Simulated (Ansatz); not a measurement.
## TlCuAg2O4: relaxing a made-up structure

This structure for TlCuAg2O4 is made up. Its elements were placed in a known structure type with a cell scaled to their sizes. What cell does the guess relax to, and how far off was it?

Program: Ansatz 0.2.0. Level of theory: DFT, PBE, plane-wave PAW, files of the set soft_1, scalar-relativistic, ferromagnetic start, cell and ions relaxed at zero pressure; PAW set soft_1. Results are calculated unless marked as measured.

### 1. The structure

The structure is orthorhombic, space group F222 (No. 22). The conventional cell has a = 6.724 Å, b = 6.771 Å, c = 9.719 Å, α = 90.00°, β = 90.00°, γ = 90.00°. Nearest to Tl lie 6 O at 2.27 to 2.40 Å. Ag has 6 O at 2.40 to 2.59 Å nearest. Ag has 6 O at 2.39 to 2.65 Å nearest. Nearest to Cu lie 6 O at 2.21 to 2.39 Å. Nearest to O lie 1 Tl at 2.27 Å and 3 Ag at 2.39 to 2.59 Å and 2 Cu at 2.39 Å. Nearest to O lie 1 Cu at 2.21 Å and 3 Ag at 2.40 to 2.65 Å and 2 Tl at 2.40 Å. Farther neighbours and most contacts between anions are not listed.

Structure file:

```cif
data_structure
_symmetry_space_group_name_H-M 'P 1'
_symmetry_Int_Tables_number 1
_cell_length_a 5.9225
_cell_length_b 5.9091
_cell_length_c 4.7712
_cell_angle_alpha 66.365
_cell_angle_beta 66.071
_cell_angle_gamma 47.564
_cell_volume 110.62
loop_
_atom_site_label
_atom_site_type_symbol
_atom_site_fract_x
_atom_site_fract_y
_atom_site_fract_z
_atom_site_occupancy
Tl1 Tl 0.50000 0.50000 0.50000 1
Ag2 Ag 0.00000 0.00000 0.00000 1
Ag3 Ag 0.25000 0.25000 0.25000 1
Cu4 Cu 0.75000 0.75000 0.75000 1
O5 O 0.73360 0.73360 0.26640 1
O6 O 0.26640 0.26640 0.73360 1
O7 O 0.52310 0.52310 0.97690 1
O8 O 0.97690 0.97690 0.52310 1
```

### 2. Relaxing cell and atoms

The guess takes its coordinates from another compound and its volume from a rule, so the cell and any free coordinates are relaxed together.

input.yaml

```yaml
crystal:
  lattice:
    - [0.0, 3.3855, 4.8595]
    - [3.362, 0.0, 4.8595]
    - [3.362, 3.3855, 0.0]
  atoms:
    - { symbol: Tl, position: [0.5, 0.5, 0.5] }
    - { symbol: Ag, position: [0.0, 0.0, 0.0] }
    - { symbol: Ag, position: [0.25, 0.25, 0.25] }
    - { symbol: Cu, position: [0.75, 0.75, 0.75], spin: 0.6 }
    - { symbol: O, position: [0.7336, 0.7336, 0.2664] }
    - { symbol: O, position: [0.2664, 0.2664, 0.7336] }
    - { symbol: O, position: [0.5231, 0.5231, 0.9769] }
    - { symbol: O, position: [0.9769, 0.9769, 0.5231] }
magnetization:
  spin_polarized: true
kpoints:
  mp_grid: { grid: [6, 6, 6] }
scf:
  occupations: { method: fermi_dirac, width: 0.05 }
hamiltonian:
  xc: pbe
  pseudopotentials: { kind: paw, azcp: { folder: soft_1 } }
relax:
  f_tol: 0.015
  max_steps: 70
  cell: {}
output:
  forces: true
  stress: true
```

The run is started by

```
$ ansatz run input.yaml --threads 4 --pin off --max-ram 10240MiB --backend cpu --events-out ev --progress --plain --runs-dir out
```

Numbers of over 12 decimals in the logs are rounded to 6 here.

Log:

```text
Engine: ansatz 0.2.0, x86_64-unknown-linux-gnu
Pseudopotentials: kind: paw
Pseudopotential: Tl, paw, valence charge 13, recommended cutoff 420 eV (normal), soft_1/Tl.paw.azcp
Pseudopotential: Ag, paw, valence charge 19, recommended cutoff 420 eV (normal), soft_1/Ag.paw.azcp
Pseudopotential: Cu, paw, valence charge 19, recommended cutoff 420 eV (normal), soft_1/Cu.paw.azcp
Pseudopotential: O, paw, valence charge 6, recommended cutoff 420 eV (normal), soft_1/O.paw.azcp
Functional definition: PBE
  parameter kappa = 0.804
  parameter beta = 0.066725
  exchange = pbe_x(kappa = kappa, mu = beta*pi^2/3)
  correlation = pbe_c(beta = beta)
Crystal: 8 atoms, lattice volume = 110.622 Å³
Basis set: ecut = 420 eV, 2113 PW (Γ), exchange–correlation on 80×80×64 points (8 copies of the dense FFT grid, shifted against one another)
Bands: 57, of which v1, the nominal top of the filled ones, is band 47 counted from 1 (46 counted from 0)
Symmetry: 4 space group operations
Space group: F222 (ITA 22), of the structure as read, at distance tolerance 4.8e-5 Å
Magnetic group: BNS 22.45 (UNI 143), of the structure as read, at distance tolerance 4.8e-5 Å
k-points: 46 of 216 (time reversal used)
Non-local potential: Tl, projectors of the file, l = 0: 2, l = 1: 2, l = 2: 2, l = 3: 1
Non-local potential: Ag, projectors of the file, l = 0: 3, l = 1: 2, l = 2: 2, l = 3: 1
Non-local potential: Cu, projectors of the file, l = 0: 3, l = 1: 2, l = 2: 3, l = 3: 1
Non-local potential: O, projectors of the file, l = 0: 2, l = 1: 2, l = 2: 1
PAW form: soft (Blöchl's): semilocal exchange-correlation on the pseudo side does not see the compensation charge
PAW one-centre angular grid: Tl, 590 points (default); XC on 64 Gauss nodes
PAW one-centre angular grid: Ag, 590 points (default); XC on 64 Gauss nodes
PAW one-centre angular grid: Cu, 590 points (default); XC on 64 Gauss nodes
PAW one-centre angular grid: O, 110 points (default); XC on 64 Gauss nodes
Initial density: superposition of atomic densities (chi_scale 0.1, normalization cell, long waves kept (reshape's long-wave potential 0.03 eV rms))
Starting moments: Σ|m| = 0.6 μB on 1 of 8 sites
Initial wavefunctions: pseudopotential atomic-orbital guess
Functional: x = pbe(κ = 0.804, μ = 0.219515), c = pbe(β = 0.066725)
SCF iter   1: F=—  HF=-35515.279377 eV  |F-HF|=—  |Δ(HF+E_count)|=         —  Δρ=5.45e-2 (↑5.45e-2 ↓4.23e-2)  dr2=8.28e0  dr2_m=2.03e-1  M=0.336 μB ∫|m|=0.365 μB  β_m=0.30  ethr=3.10e-3  ⟨swp⟩=5.8  Hψ=16788  notcnv=0  defer=6
preconditioner: auto → Kerker (q_TF=auto, 2.655 Å⁻¹)  [metal: Δε(μ)=0.002 eV  Ē_g=11.347 eV  σ=0.050 eV  W_gap=0.01  n_scr=36 (ndim 8)  ℏωp=29.5 eV  f_vac=0.000  D(μ)=4.31/eV (n_scr^D=36)]
spin=Collinear: Kerker preconditioning applied to the charge; magnetization (m = ρ↑ − ρ↓) channel mixes plain (no charge-response kernel on spin).
SCF iter   2: F=—  HF=-35514.325295 eV  |F-HF|=—  |Δ(HF+E_count)|=   9.54e-1  Δρ=3.25e-2 (↑1.86e-2 ↓3.25e-2)  dr2=1.55e0  dr2_m=1.63e-1  M=0.428 μB ∫|m|=0.437 μB  β_m=0.30  ethr=3.10e-3  ⟨swp⟩=2.1  Hψ=8299  notcnv=0  defer=264
SCF iter   3: F=—  HF=-35514.234358 eV  |F-HF|=—  |Δ(HF+E_count)|=   9.09e-2  Δρ=2.91e-2 (↑2.91e-2 ↓2.90e-2)  dr2=3.35e0  dr2_m=7.14e-3  M=0.517 μB ∫|m|=0.532 μB  β_m=0.30  ethr=1.65e-3  ⟨swp⟩=2.0  Hψ=7533  notcnv=0  defer=288
SCF iter   4: F=—  HF=-35514.106197 eV  |F-HF|=—  |Δ(HF+E_count)|=   1.28e-1  Δρ=9.01e-3 (↑9.01e-3 ↓8.29e-3)  dr2=2.82e-1  dr2_m=1.32e-2  M=0.647 μB ∫|m|=0.659 μB  β_m=1.00  ethr=1.65e-3  ⟨swp⟩=2.0  Hψ=6259  notcnv=0  defer=284
SCF iter   5: F=—  HF=-35514.103935 eV  |F-HF|=—  |Δ(HF+E_count)|=   2.26e-3  Δρ=8.85e-3 (↑4.84e-3 ↓8.85e-3)  dr2=2.23e-1  dr2_m=1.01e-2  M=0.748 μB ∫|m|=0.774 μB  β_m=1.00  ethr=3.00e-4  ⟨swp⟩=2.2  Hψ=6830  notcnv=0  defer=285
SCF iter   6: F=—  HF=-35514.077257 eV  |F-HF|=—  |Δ(HF+E_count)|=   2.67e-2  Δρ=3.06e-3 (↑1.74e-3 ↓3.06e-3)  dr2=1.21e-2  dr2_m=2.23e-3  M=0.775 μB ∫|m|=0.812 μB  β_m=0.30  ethr=2.38e-4  ⟨swp⟩=2.1  Hψ=8414  notcnv=0  defer=285
SCF iter   7: F=—  HF=-35514.091291 eV  |F-HF|=—  |Δ(HF+E_count)|=   1.40e-2  Δρ=5.98e-3 (↑2.44e-3 ↓5.98e-3)  dr2=4.83e-2  dr2_m=4.98e-3  M=0.773 μB ∫|m|=0.815 μB  β_m=0.30  ethr=1.29e-5  ⟨swp⟩=2.3  Hψ=9286  notcnv=0  defer=284
SCF iter   8: F=—  HF=-35514.091744 eV  |F-HF|=—  |Δ(HF+E_count)|=   4.53e-4  Δρ=2.72e-3 (↑1.52e-3 ↓2.72e-3)  dr2=1.34e-2  dr2_m=1.58e-3  M=0.793 μB ∫|m|=0.839 μB  β_m=1.00  ethr=1.29e-5  ⟨swp⟩=2.0  Hψ=7345  notcnv=0  defer=281
SCF iter   9: F=—  HF=-35514.092758 eV  |F-HF|=—  |Δ(HF+E_count)|=   1.01e-3  Δρ=1.87e-3 (↑1.26e-3 ↓1.87e-3)  dr2=8.02e-4  dr2_m=2.30e-3  M=0.833 μB ∫|m|=0.887 μB  β_m=1.00  ethr=1.29e-5  ⟨swp⟩=2.0  Hψ=5469  notcnv=0  defer=281
SCF iter  10: F=—  HF=-35514.093459 eV  |F-HF|=—  |Δ(HF+E_count)|=   7.01e-4  Δρ=1.90e-3 (↑5.33e-4 ↓1.90e-3)  dr2=3.88e-3  dr2_m=7.42e-4  M=0.857 μB ∫|m|=0.915 μB  β_m=1.00  ethr=8.53e-7  ⟨swp⟩=2.0  Hψ=8529  notcnv=0  defer=281
SCF iter  11: F=—  HF=-35514.094146 eV  |F-HF|=—  |Δ(HF+E_count)|=   6.88e-4  Δρ=1.30e-3 (↑6.30e-4 ↓1.30e-3)  dr2=3.00e-3  dr2_m=1.94e-4  M=0.872 μB ∫|m|=0.933 μB  β_m=1.00  ethr=8.53e-7  ⟨swp⟩=1.9  Hψ=5467  notcnv=0  defer=281
SCF iter  12: F=—  HF=-35514.094727 eV  |F-HF|=—  |Δ(HF+E_count)|=   5.80e-4  Δρ=6.41e-4 (↑2.16e-4 ↓6.41e-4)  dr2=3.94e-4  dr2_m=9.96e-5  M=0.876 μB ∫|m|=0.941 μB  β_m=0.30  ethr=8.53e-7  ⟨swp⟩=2.0  Hψ=6912  notcnv=0  defer=281
Mixer restart at iter 12: flushing history
spin-set hold released at iteration 12 (site moments contracting): the magnetisation degrees of freedom join the quasi-Newton model from the next iteration; the mixer history was flushed
SCF iter  13: F=—  HF=-35514.095499 eV  |F-HF|=—  |Δ(HF+E_count)|=   7.72e-4  Δρ=4.66e-4 (↑2.78e-4 ↓4.66e-4)  dr2=1.62e-4  dr2_m=1.04e-4  M=0.886 μB ∫|m|=0.952 μB  β_m=0.51  ethr=4.20e-7  ⟨swp⟩=2.0  Hψ=9126  notcnv=0  defer=281
SCF iter  14: F=—  HF=-35514.096214 eV  |F-HF|=—  |Δ(HF+E_count)|=   7.15e-4  Δρ=6.19e-4 (↑6.19e-4 ↓4.62e-4)  dr2=6.42e-4  dr2_m=8.76e-5  M=0.893 μB ∫|m|=0.962 μB  β_m=0.38  ethr=1.72e-7  ⟨swp⟩=2.0  Hψ=9164  notcnv=0  defer=281
SCF iter  15: F=—  HF=-35514.096545 eV  |F-HF|=—  |Δ(HF+E_count)|=   3.30e-4  Δρ=8.80e-4 (↑3.08e-4 ↓8.80e-4)  dr2=4.47e-4  dr2_m=3.17e-4  M=0.909 μB ∫|m|=0.982 μB  β_m=0.77  ethr=1.72e-7  ⟨swp⟩=2.0  Hψ=9268  notcnv=0  defer=281
SCF iter  16: F=—  HF=-35514.096643 eV  |F-HF|=—  |Δ(HF+E_count)|=   9.88e-5  Δρ=5.84e-4 (↑3.04e-4 ↓5.84e-4)  dr2=4.57e-4  dr2_m=1.01e-4  M=0.919 μB ∫|m|=0.995 μB  β_m=0.57  ethr=1.72e-7  ⟨swp⟩=2.1  Hψ=8429  notcnv=0  defer=281
[...]
relax step   6: F+E_penalty+E_count = -35514.60074138 eV  Δ(F+E_penalty+E_count) = -3.944e-3 eV  max|allowed force component| = 4.520e-2 eV/Å  Δτ_max = 0.0220 Å  P = +0.101 GPa  Ω = 104.563 Å³  energy of the carried Pulay correction = +1.143e-2 eV  (9 SCF iters, dr2 threshold 8.00e-7 eV, accepted)
relax step   7: F+E_penalty+E_count = -35514.60090126 eV  Δ(F+E_penalty+E_count) = -1.599e-4 eV  max|allowed force component| = 7.591e-3 eV/Å  Δτ_max = 0.0082 Å  P = -0.006 GPa  Ω = 104.699 Å³  energy of the carried Pulay correction = +1.117e-2 eV  (9 SCF iters, dr2 threshold 1.28e-7 eV, accepted)
relax step   8: F+E_penalty+E_count = -35514.60091515 eV  Δ(F+E_penalty+E_count) = -1.389e-5 eV  max|allowed force component| = 2.624e-4 eV/Å  Δτ_max = 0.0005 Å  P = -0.015 GPa  Ω = 104.699 Å³  energy of the carried Pulay correction = +1.117e-2 eV  (7 SCF iters, dr2 threshold 7.12e-9 eV, accepted)
relax step   9: F+E_penalty+E_count = -35514.59432472 eV  Δ(F+E_penalty+E_count) = +6.590e-3 eV  max|allowed force component| = 7.186e-4 eV/Å  Δτ_max = 0.0000 Å  P = -0.109 GPa  Ω = 104.699 Å³  stress off target by 1.79e-1 GPa  SCF on the basis re-selected at this cell (its energy is not comparable with the rows above)  (10 SCF iters)
relax step  10: F+E_penalty+E_count = -35514.59460300 eV  Δ(F+E_penalty+E_count) = -2.783e-4 eV  max|allowed force component| = 1.133e-3 eV/Å  Δτ_max = 0.0021 Å  P = -0.007 GPa  Ω = 104.622 Å³  energy of the carried Pulay correction = +1.394e-4 eV  (7 SCF iters, dr2 threshold 7.97e-8 eV, accepted)
iter 1 solved again at ethr=7.33e-8 eV; its pass at ethr=3.10e-3 eV (dr2=6.89e-5 eV) is discarded
SCF iter   1: F=—  HF=-35514.594480 eV  |F-HF|=—  |Δ(HF+E_count)|=         —  Δρ=2.96e-5 (↑2.96e-5 ↓2.96e-5)  dr2=1.03e-7  dr2_m=9.22e-12  M=-0.000 μB ∫|m|=0.000 μB  β_m=0.30  ethr=7.33e-8  ⟨swp⟩=3.0  Hψ=31392  notcnv=0
preconditioner: auto → Kerker (q_TF=auto, 2.680 Å⁻¹)  [metal: Δε(μ)=0.035 eV  Ē_g=11.494 eV  σ=0.050 eV  W_gap=0.17  n_scr=32 (ndim 8)  ℏωp=30.4 eV  f_vac=0.000  D(μ)=3.47/eV (n_scr^D=30)]
spin=Collinear: Kerker preconditioning applied to the charge; magnetization (m = ρ↑ − ρ↓) channel mixes plain (no charge-response kernel on spin).
SCF iter   2: F=—  HF=-35514.594489 eV  |F-HF|=—  |Δ(HF+E_count)|=   8.91e-6  Δρ=2.09e-5 (↑2.09e-5 ↓2.09e-5)  dr2=5.39e-8  dr2_m=7.74e-12  M=-0.000 μB ∫|m|=0.000 μB  β_m=0.65  ethr=1.10e-10  ⟨swp⟩=2.0  Hψ=8786  notcnv=0
SCF iter   3: F=—  HF=-35514.594504 eV  |F-HF|=—  |Δ(HF+E_count)|=   1.46e-5  Δρ=3.24e-6 (↑3.12e-6 ↓3.24e-6)  dr2=3.58e-8  dr2_m=4.73e-12  M=-0.000 μB ∫|m|=0.000 μB  β_m=0.57  ethr=5.74e-11  ⟨swp⟩=2.0  Hψ=8452  notcnv=0
SCF iter   4: F=—  HF=-35514.594504 eV  |F-HF|=—  |Δ(HF+E_count)|=   5.48e-8  Δρ=2.83e-6 (↑2.83e-6 ↓2.73e-6)  dr2=1.65e-8  dr2_m=4.27e-12  M=-0.000 μB ∫|m|=0.000 μB  β_m=0.46  ethr=3.81e-11  ⟨swp⟩=2.0  Hψ=6508  notcnv=0
SCF iter   5: F=—  HF=-35514.594504 eV  |F-HF|=—  |Δ(HF+E_count)|=   4.29e-8  Δρ=6.74e-7 (↑6.69e-7 ↓6.74e-7)  dr2=9.56e-10  dr2_m=3.87e-12  M=-0.000 μB ∫|m|=0.000 μB  β_m=0.49  ethr=1.75e-11  ⟨swp⟩=2.0  Hψ=5852  notcnv=0
SCF iter   6: F=—  HF=-35514.594504 eV  |F-HF|=—  |Δ(HF+E_count)|=   6.15e-7  Δρ=2.78e-7 (↑2.78e-7 ↓2.74e-7)  dr2=2.97e-10  dr2_m=3.34e-12  M=-0.000 μB ∫|m|=0.000 μB  β_m=0.65  ethr=1.02e-12  ⟨swp⟩=2.0  Hψ=8646  notcnv=0
SCF iter   7: F=—  HF=-35514.594504 eV  |F-HF|=—  |Δ(HF+E_count)|=  5.53e-10  Δρ=3.04e-7 (↑3.04e-7 ↓2.27e-7)  dr2=2.13e-10  dr2_m=2.78e-12  M=-0.000 μB ∫|m|=0.000 μB  β_m=0.82  ethr=1.00e-12  ⟨swp⟩=1.0  Hψ=5244  notcnv=0
SCF iter   8: F=-35514.594504 eV  HF=-35514.594504 eV  |F-HF|=7.28e-12  |Δ(HF+E_count)|=  3.64e-11  Δρ=1.15e-7 (↑7.78e-8 ↓1.15e-7)  dr2=2.30e-11  dr2_m=2.02e-12  M=-0.000 μB ∫|m|=0.000 μB  ethr=1.00e-12  ⟨swp⟩=2.0  Hψ=15176  notcnv=0
the starting moments were not kept: the SCF closed with an absolute magnetisation of 1.2e-5 μB, where they sum to 0.6 μB in size (1 site). That is at most 0.1 of that sum.
SCF 11 converged in 8 iterations: F = -35514.594504 eV  dr2 = 2.30e-11
relax step  11: F+E_penalty+E_count = -35514.59450423 eV  Δ(F+E_penalty+E_count) = +9.877e-5 eV  max|allowed force component| = 1.141e-3 eV/Å  Δτ_max = 0.0000 Å  P = -0.008 GPa  Ω = 104.622 Å³  stress off target by 1.74e-2 GPa  SCF on the basis re-selected at this cell (its energy is not comparable with the rows above)  (8 SCF iters)
basis re-selected at this cell: Δ(F+E_penalty+E_count) = +9.877e-5 eV, ΔP = -0.001 GPa vs the last step (what re-selecting the basis moved, of the pressure what is left beyond the Pulay correction that the steps carried, after the strain that the cell walked since its last selection, with what the two solves' SCF thresholds leave and, on support functions, any second-order correction that the steps lacked; it is no m [...]
SCF converged after 8 iterations
Magnetization: -0.0000 μB (47.0000 up, 47.0000 down)
Absolute magnetization: 0.0000 μB (∫|ρ↑−ρ↓|, with the PAW one-centre terms)
Spin contamination: 0.0000 ħ² per cell (⟨S²⟩ above its minimum at these occupations)
Per-site moments (μB) at R_I (Å): [(-3.4827480085252396e-8, 0.950010), (4.221880820436396e-7, 0.975551), (-1.2732487354916558e-7, 0.949675), (-6.537960941336756e-6, 0.788854), (-1.7578139708102582e-6, 0.949675), (-1.7578139710454117e-6, 0.949675), (-3.5803922761209036e-7, 0.788854), (-3.5803922749959993e-7, 0.788854)]
Free energy (F): -35514.594504 eV
Harris-Foulkes:  -35514.594504 eV  (|F-HF|=7.28e-12)
Internal energy: -35514.565991 eV  (E = F + TS)
E sigma→0 (E₀):  -35514.580248 eV
Entropy (-TS):   -0.028513 eV (-3.564 meV/atom)
Fermi energy:    11.472562 eV
--- Per-component energies (eV) ---
  E_band       = -978.289296
  E_kinetic    = 2124.278400
  E_local      = -11992.573181  (includes V_loc(G=0)·N_el)
  E_nonlocal   = 1481.996410
  E_hartree    = 5263.864425
  E_xc         = -848.159256
  E_vxc        = -966.436503  (∫ρ·V_xc dr)
  E_paw        = -20563.577284  (= ΣΔE_a)
  E_vpaw       = -2153.288192  (= ΣTr[D̂ρ^β])
  E_aug_tail   = 0.004688  (compensation charges beyond the density's cutoff)
  E_ewald      = -10980.400194
  E_smearing   = -0.028513  (= −TS)
  E_closure    = 0.000000  (closes the sum)
  Σ components = -35514.594504   (vs F -35514.594504, Δ=0.00e0)
--- Forces (eV/Å), atoms counted from 1 ---
  atom   1  Tl     0.00000000     0.00000000     0.00000000
  atom   2  Ag     0.00000000     0.00000000     0.00000000
  atom   3  Ag     0.00000000     0.00000000     0.00000000
  atom   4  Cu     0.00000000     0.00000000     0.00000000
  atom   5  O      0.00000000     0.00000000    -0.00114090
  atom   6  O      0.00000000     0.00000000     0.00114090
  atom   7  O      0.00000000     0.00000000     0.00105905
  atom   8  O      0.00000000     0.00000000    -0.00105905
  max |Σ_I F_I| component: 2.17e-19 eV/Å
--- Stress (GPa, compression-positive) ---
       -0.016665       0.000000       0.000000
        0.000000      -0.017430       0.000000
        0.000000       0.000000       0.011247
  P = ⅓ Tr σ = -0.0076 GPa (-0.076 kbar)
--- Relaxed structure (9 steps of the walk, 9 accepted, 2 SCFs on fresh bases) ---
  F+E_penalty+E_count = -35514.59450423 eV   max|allowed force component| = 1.141e-3 eV/Å   (the final SCF, on the basis selected at the relaxed cell)
  cell:  # Å, volume = 104.6218 Å³
    - [0.0, 3.245991, 4.964830]
    - [3.245940, 0.0, 4.964830]
    - [3.245940, 3.245991, 0.0]
  atoms:
    - { symbol: Tl, position: [0.500000, 0.500000, 0.5] }
    - { symbol: Ag, position: [0.0, 0.0, 0.0] }
    - { symbol: Ag, position: [0.250000, 0.250000, 0.25] }
    - { symbol: Cu, position: [0.750000, 0.750000, 0.750000] }
    - { symbol: O, position: [0.731937, 0.731937, 0.268063] }
    - { symbol: O, position: [0.268063, 0.268063, 0.731937] }
    - { symbol: O, position: [0.557408, 0.557408, 0.942592] }
    - { symbol: O, position: [0.942592, 0.942592, 0.557408] }
```

The job ended after 2 min (4 threads of Intel Xeon Platinum 8488C (Sapphire Rapids), shared host; peak memory 0.82 GiB; 7.5 min of CPU time).

The steps of the relaxation:

```csv
step,energy less that of the first step (eV),largest force component (eV/Å),pressure (GPa),volume (Å³)
1,0.0000,0.8207,-7.07,110.62
2,-0.2840,0.7427,0.34,103.41
3,-0.4365,0.3976,2.04,102.53
4,-0.4984,0.1288,-0.29,104.62
5,-0.5000,0.1790,0.24,104.67
6,-0.5040,0.0452,0.10,104.56
7,-0.5041,0.0076,-0.01,104.70
8,-0.5042,0.0003,-0.02,104.70
9*,-0.4976,0.0007,-0.11,104.70
10,-0.4978,0.0011,-0.01,104.62
11*,-0.4977,0.0011,-0.01,104.62
```

Relaxation steps marked * repeat the geometry before them on a plane-wave basis chosen anew for their cell, so energy and pressure can jump there.

The run keeps the 4 symmetry operations that it works with, so distortions that break them were not tested.

```csv
cell as run,before,after,change
a (Å),5.923,5.932,+0.2 %
b (Å),5.909,5.932,+0.4 %
c (Å),4.771,4.590,-3.8 %
α (°),66.37,67.24,+1.3 %
β (°),66.07,67.24,+1.8 %
γ (°),47.56,45.53,-4.3 %
volume (Å³/atom),13.83,13.08,-5.4 %
```

The atoms that moved most (Å, as changes of fractional coordinates times the final cell):

```csv
atom,dx,dy,dz,length
O7,0.000,0.000,0.341,0.341
O8,0.000,0.000,-0.341,0.341
O5,0.000,0.000,-0.017,0.017
O6,0.000,0.000,0.017,0.017
```

Final coordinates:

```
Tl Ag Cu O
1.0
     0.00000    3.24599    4.96483
     3.24594    0.00000    4.96483
     3.24594    3.24599    0.00000
Tl Ag Cu O
1 2 1 4
Direct
  0.50000 0.50000 0.50000
  0.00000 0.00000 0.00000
  0.25000 0.25000 0.25000
  0.75000 0.75000 0.75000
  0.73194 0.73194 0.26806
  0.26806 0.26806 0.73194
  0.55741 0.55741 0.94259
  0.94259 0.94259 0.55741
```

Numbers from this step:

```yaml
free_energy: -35514.5945 eV
energy_at_zero_smearing: -35514.5802 eV
smearing_term_ts: 0.02851 eV
fermi_energy: 11.47 eV
electrons: 94
symmetry_operations: 4
pressure: -0.007616 GPa
```

The shortest distance of each pair, which need not be the same contact before and after:

```csv
pair,guess (Å),relaxed (Å)
Cu–O,2.205,1.912
Ag–O,2.391,2.302
O–Tl,2.270,2.303
O–O,3.143,2.876
Ag–Tl,3.362,3.246
```

The relaxation ends with a largest force component of 0.0011 eV/Å and a pressure of -0.01 GPa. No moment survives the cycle: this start ends non-magnetic.

### 3. What came out

```yaml
space_group_relaxed: I-4m2
conventional_cell: a = 4.590, b = 4.590, c = 9.930 Å; α = 90.0°, β = 90.0°, γ = 90.0°
volume_per_atom: 13.08 Å³ (guess 13.83)
total_moment: 0.00 μB in the cell of 8 atoms
```

TlCuAg2O4 relaxes to I-4m2 with a = 4.590, b = 4.590 and c = 9.930 Å. The guessed volume was 6 % too large. The symmetry rose from F222 to I-4m2, so the distortion of the structure type doesn't survive with these elements. The moments died out from this one start and weren't seeded again at the relaxed cell. Mesh and cutoff weren't tested. Spin-orbit coupling is left out, which can matter for elements this heavy. No dispersion term is used, so weakly bound directions may come out too long. Nothing here tests whether the compound is stable against decomposition.

[Logs are printed without paths, hosts, clocks, repeated set-up lines and the standing remarks that a program may print on its own settings, such as how far it seeks lower states.]

[Hosts, paths, dates, database ids (printed as entryN), source tags and the programs' standing remarks are cut or masked in the printed files.]
